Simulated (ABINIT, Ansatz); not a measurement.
## How the form of the self-energy moves the gap of Li2H6Pt (Fm-3m)

Aim: compare treatments of exchange, screening and correlation for the gap of Li2H6Pt (Fm-3m).

Program: ABINIT 10.8.3. Level of theory: LDA and many-body steps on it, plane waves. Results are calculated unless marked as measured.

This is a report of a sequence of runs, with most program output left out.

## (1) The structure

It takes space group Fm-3m (No. 225, cubic). The conventional cell has a = 6.650 Å, b = 6.650 Å, c = 6.650 Å, α = 90.00°, β = 90.00°, γ = 90.00°. Li has 12 H at 2.35 Å nearest. Nearest to H lie 1 Pt at 1.63 Å. Pt has 6 H at 1.63 Å nearest. Farther neighbours are not listed.

The cell and positions are those that the Materials Project relaxed with its own functionals (PBE, PBE+U or r2SCAN), kept fixed. Spin-orbit coupling is left out unless a step names it.

## (2) Empty states on the mesh, 4×4×4 mesh, 142 bands

This step: ABINIT 10.8.3; DFT, LDA, plane waves, norm-conserving pseudopotentials.

The sums over transitions need many empty states on a uniform mesh; this step solves for them.

run.abi reads:

```
acell 3*1.0 Angstrom
rprim 
  -0.000000000000 3.324927160000 3.324927160000
  3.324927160000 0.000000000000 3.324927160000
  3.324927160000 3.324927160000 0.000000000000
ntypat 3
znucl 3 1 78
natom 9
typat 1 1 2 2 2 2 2 2 3
xred 
  0.750000000000 0.750000000000 0.750000000000
  0.250000000000 0.250000000000 0.250000000000
  0.754787880000 0.754787880000 0.245212120000
  0.245212120000 0.754787880000 0.245212120000
  0.754787880000 0.245212120000 0.245212120000
  0.245212120000 0.245212120000 0.754787880000
  0.754787880000 0.245212120000 0.754787880000
  0.245212120000 0.754787880000 0.754787880000
  0.000000000000 0.000000000000 0.000000000000
pp_dirpath "pseudos"
pseudos "Li.upf, H.upf, Pt.upf"
ecut 34
ngkpt 4 4 4
nshiftk 1
shiftk 0 0 0
kptopt 1
chksymbreak 0
irdden 1
istwfk *1
nband 142
prtvol 0
optdriver 6
gwr_task "HDIAGO"
paral_kgb 0
occopt 1
indata_prefix "in"
outdata_prefix "out"
tmpdata_prefix "tmp"
```

Launch:

```console
OMP_NUM_THREADS=1 mpirun -n 4 abinit run.abi > log
```

It took 2.5 min on 4 MPI ranks of Arm Neoverse V1, shared host; peak memory 5 GiB; 9.9 min of CPU time.

This step gave:

| Quantity | Value |
| --- | --- |
| gap | 2.757 eV |
| k of the valence top | -0.25, 0.25, 0 |
| k of the conduction bottom | 0.5, 0.5, 0 |
| least direct gap | 4.334 eV |
| k points computed | 8 |
| lowest point of the top converged band, above the valence top | 73.4565 eV |

On this mesh the gap is 2.757 eV.

The density comes from a self-consistent run that is not shown.

## (3) Screening, 4×4×4 mesh, 63 bands, screening to 114.3 eV

The RPA dielectric matrix is built and inverted for each q.

This step: RPA screening on LDA, plane waves, norm-conserving pseudopotentials.

Edit run.abi of step 2 so:

```diff
@@ -27,10 +27,11 @@
 chksymbreak 0
-irdden 1
 istwfk *1
-nband 142
-prtvol 0
-optdriver 6
-gwr_task "HDIAGO"
-paral_kgb 0
 occopt 1
+irdwfk 1
+optdriver 3
+nband 63
+ecuteps 4.2
+inclvkb 2
+awtr 1
+symchi 1
 indata_prefix "in"
```

It took 22 s on 4 MPI ranks; peak memory 1 GiB.

This step gave:

```
ε∞ with local fields, on this mesh, along the program's q direction : 4.223
the same without local fields                                       : 5.156
plasma frequency                                                    : 23.72 eV
plane waves in the screening matrix                                 : 181
```

Local fields lower ε∞ by 18 %.

## (4) G0W0, Godby-Needs plasmon pole

The self-energy is evaluated for the states that the input lists, and the levels follow from it, in one-shot runs by the linearised quasiparticle equation.

This step: G0W0 on LDA, plane waves, norm-conserving pseudopotentials.

Edit run.abi of step 3 so:

```diff
@@ -30,8 +30,19 @@
 irdwfk 1
-optdriver 3
+optdriver 4
 nband 63
+gwcalctyp 0
+ecutsigx 34
+symsigma 1
+nkptgw 3
+kptgw 
+  -0.2500000000 0.2500000000 0.0000000000
+  0.5000000000 0.5000000000 0.0000000000
+  0.0000000000 0.0000000000 0.0000000000
+bdgw 
+  14 17
+  14 17
+  13 19
 ecuteps 4.2
-inclvkb 2
-awtr 1
-symchi 1
+irdscr 1
+ppmodel 1
 indata_prefix "in"
```

The job ended after 11 s (4 MPI ranks; peak memory 0.92 GiB).

This step gave:

```
G0W0 gap on the points computed              : 4.751 eV
starting gap on the mesh                     : 2.757 eV
k of the valence top                         : -0.25, 0.25, 0
k of the conduction bottom                   : 0.5, 0.5, 0
Z at the valence top                         : 0.812
Z at the conduction bottom                   : 0.827
least direct G0W0 gap on the computed points : 6.486 eV
```

The gap on the mesh goes from 2.76 eV to 4.75 eV, a correction of +1.99 eV.

## (5) G0W0, Engel-Farid plasmon pole

Edit run.abi of step 4 so:

```diff
@@ -46,3 +46,3 @@
 irdscr 1
-ppmodel 1
+ppmodel 4
 indata_prefix "in"
```

Elapsed: 7.2 s, on 4 MPI ranks; peak memory 0.9 GiB; 29 s of CPU time.

This step gave:

```yaml
g0w0_gap_on_the_points_computed: 4.854 eV
starting_gap_on_the_mesh: 2.757 eV
k_of_the_valence_top: -0.25, 0.25, 0
k_of_the_conduction_bottom: 0.5, 0.5, 0
z_at_the_valence_top: 0.823
z_at_the_conduction_bottom: 0.837
least_direct_g0w0_gap_on_the_computed_points: 6.611 eV
```

Against G0W0 in ABINIT (4×4×4 mesh, 63 bands, screening to 114.3 eV, Godby-Needs plasmon pole), the gap moves by +0.103 eV.

## (6) G0W0, Hybertsen-Louie plasmon pole

Edit run.abi of step 5 so:

```diff
@@ -46,3 +46,3 @@
 irdscr 1
-ppmodel 4
+ppmodel 2
 indata_prefix "in"
```

It took 11 s on 4 MPI ranks; peak memory 0.9 GiB.

Numbers from this step:

```
G0W0 gap on the points computed              : 4.878 eV
starting gap on the mesh                     : 2.757 eV
k of the valence top                         : -0.25, 0.25, 0
k of the conduction bottom                   : 0.5, 0.5, 0
least direct G0W0 gap on the computed points : 6.699 eV
```

Against G0W0 in ABINIT (4×4×4 mesh, 63 bands, screening to 114.3 eV, Godby-Needs plasmon pole), the gap moves by +0.127 eV.

## (7) One-shot Hartree-Fock

This step: one-shot Hartree-Fock on LDA, plane waves, norm-conserving pseudopotentials.

Edit run.abi of step 6 so:

```diff
@@ -31,4 +31,4 @@
 optdriver 4
-nband 63
-gwcalctyp 0
+nband 19
+gwcalctyp 5
 ecutsigx 34
@@ -44,5 +44,4 @@
   13 19
-ecuteps 4.2
-irdscr 1
-ppmodel 2
+ixc_sigma 40
+fftgw 31
 indata_prefix "in"
```

Wall time 4.7 s (4 MPI ranks); peak memory 0.82 GiB.

This step gave:

```
quasiparticle gap on the points computed              : 9.553 eV
starting gap on the mesh                              : 2.757 eV
k of the valence top                                  : -0.25, 0.25, 0
k of the conduction bottom                            : 0.5, 0.5, 0
least direct quasiparticle gap on the computed points : 11.64 eV
```

Against G0W0 in ABINIT (4×4×4 mesh, 63 bands, screening to 114.3 eV, Godby-Needs plasmon pole), the gap moves by +4.802 eV.

## (8) Screening, 4×4×4 mesh, 63 bands, screening to 114.3 eV

This step: RPA screening on LDA, plane waves, norm-conserving pseudopotentials.

Edit run.abi of step 7 so:

```diff
@@ -30,18 +30,14 @@
 irdwfk 1
-optdriver 4
-nband 19
-gwcalctyp 5
-ecutsigx 34
-symsigma 1
-nkptgw 3
-kptgw 
-  -0.2500000000 0.2500000000 0.0000000000
-  0.5000000000 0.5000000000 0.0000000000
-  0.0000000000 0.0000000000 0.0000000000
-bdgw 
-  14 17
-  14 17
-  13 19
-ixc_sigma 40
-fftgw 31
+optdriver 3
+nband 63
+ecuteps 4.2
+inclvkb 2
+awtr 1
+symchi 1
+gwcalctyp 2
+nfreqre 16
+freqremax 40 eV
+nfreqim 8
+spmeth 1
+nomegasf 120
 indata_prefix "in"
```

Run time: 33 s. Hardware: 4 MPI ranks; peak memory 1.2 GiB; 2.2 min of CPU time.

This step gave:

```yaml
eps_infinity_with_local_fields_on_this_mesh_along_the_program_s_q_direction: 4.263
the_same_without_local_fields: 5.211
plasma_frequency: 23.72 eV
plane_waves_in_the_screening_matrix: 181
```

## (9) G0W0, contour deformation

This step: G0W0 on LDA, plane waves, norm-conserving pseudopotentials.

Edit run.abi of step 8 so:

```diff
@@ -30,14 +30,18 @@
 irdwfk 1
-optdriver 3
+optdriver 4
 nband 63
+gwcalctyp 2
+ecutsigx 34
+symsigma 1
+nkptgw 3
+kptgw 
+  -0.2500000000 0.2500000000 0.0000000000
+  0.5000000000 0.5000000000 0.0000000000
+  0.0000000000 0.0000000000 0.0000000000
+bdgw 
+  14 17
+  14 17
+  13 19
 ecuteps 4.2
-inclvkb 2
-awtr 1
-symchi 1
-gwcalctyp 2
-nfreqre 16
-freqremax 40 eV
-nfreqim 8
-spmeth 1
-nomegasf 120
+irdscr 1
 indata_prefix "in"
```

The job ended after 8.6 s (4 MPI ranks; peak memory 1.1 GiB).

Numbers from this step:

```
G0W0 gap on the points computed              : 4.706 eV
starting gap on the mesh                     : 2.757 eV
k of the valence top                         : -0.25, 0.25, 0
k of the conduction bottom                   : 0.5, 0.5, 0
least direct G0W0 gap on the computed points : 6.405 eV
```

Against G0W0 in ABINIT (4×4×4 mesh, 63 bands, screening to 114.3 eV, Godby-Needs plasmon pole), the gap moves by −0.045 eV.

## (10) Side by side

Times are wall times on 4 MPI ranks of Arm Neoverse V1, shared host, good to a factor of about two. A run's time includes the screening step that it read.

```csv
run,mesh,bands,screening cutoff (eV),DFT gap (eV),gap on the mesh (eV),direct (eV),ε∞ used,time
"G0W0, Godby-Needs plasmon pole",4×4×4,63,114.3,2.757,4.751,6.486,4.22,33 s
"G0W0, Engel-Farid plasmon pole",4×4×4,63,114.3,2.757,4.854,6.611,4.22,29 s
"G0W0, Hybertsen-Louie plasmon pole",4×4×4,63,114.3,2.757,4.878,6.699,4.22,33 s
one-shot Hartree-Fock,4×4×4,-,-,2.757,9.553,11.639,-,4.7 s
"G0W0, contour deformation",4×4×4,63,114.3,2.757,4.706,6.405,4.26,42 s
```

## (11) Summary of results

| Item | Value |
| --- | --- |
| G0W0, Godby-Needs plasmon pole | 4.751 eV |
| G0W0, Engel-Farid plasmon pole | 4.854 eV |
| G0W0, Hybertsen-Louie plasmon pole | 4.878 eV |
| one-shot Hartree-Fock | 9.553 eV |
| G0W0, contour deformation | 4.706 eV |
| known limits | not at the basis limit; no spin polarisation; d states lean on the start; no spin-orbit coupling |

**Reading.** G0W0, Engel-Farid plasmon pole: +0.103 eV against G0W0, Godby-Needs plasmon pole. G0W0, Hybertsen-Louie plasmon pole: +0.127 eV against G0W0, Godby-Needs plasmon pole. One-shot Hartree-Fock: +4.802 eV against G0W0, Godby-Needs plasmon pole. G0W0, contour deformation: −0.045 eV against G0W0, Godby-Needs plasmon pole. Bare exchange alone opens the gap to 9.55 eV; against G0W0, correlation takes back 4.80 eV. Bands and cutoff are finite, so the gap is not at the basis limit. The miss can reach some tenths of an eV and take either sign; the mesh is an error of its own. In the G0W0 runs levels were corrected at 3 k points alone, so a gap called «on the mesh» is the least over those, and an edge elsewhere would be missed. A denser mesh or path gives a starting gap of 2.58 eV: the GW mesh misses a band edge, so its gaps are not the fundamental one. The runs have no spin polarisation. For a closed low-spin shell that is the natural state; where a d or f shell is open it is a constraint, and the gap is then not the crystal's own. With d states at the gap, one-shot GW leans hard on its start. The many-body steps are scalar-relativistic: spin-orbit coupling is not in them.

[Paths, hosts, dates, memory and timing lines, banners, echoed tables and standing remarks are left out of the program output.]

[Logs are printed without paths, hosts, clocks, repeated set-up lines and the standing remarks that a program may print on its own settings, such as how far it seeks lower states.]

[Runs of the session that timed out or met a known fault of the program may be left out.]

[Hosts, paths, dates, database ids (printed as entryN), source tags and the programs' standing remarks are cut or masked in the printed files.]

[G0W0 gaps are taken among the corrected bands and points alone; a level outside them can change the order at an edge.]

[Where Ansatz stands beside ABINIT at settings called matched, ABINIT's density can come from a denser mesh and the files from another edition; pairs whose starting gaps differed by over 0.03 eV were left out, so agreement reads better than it is.]
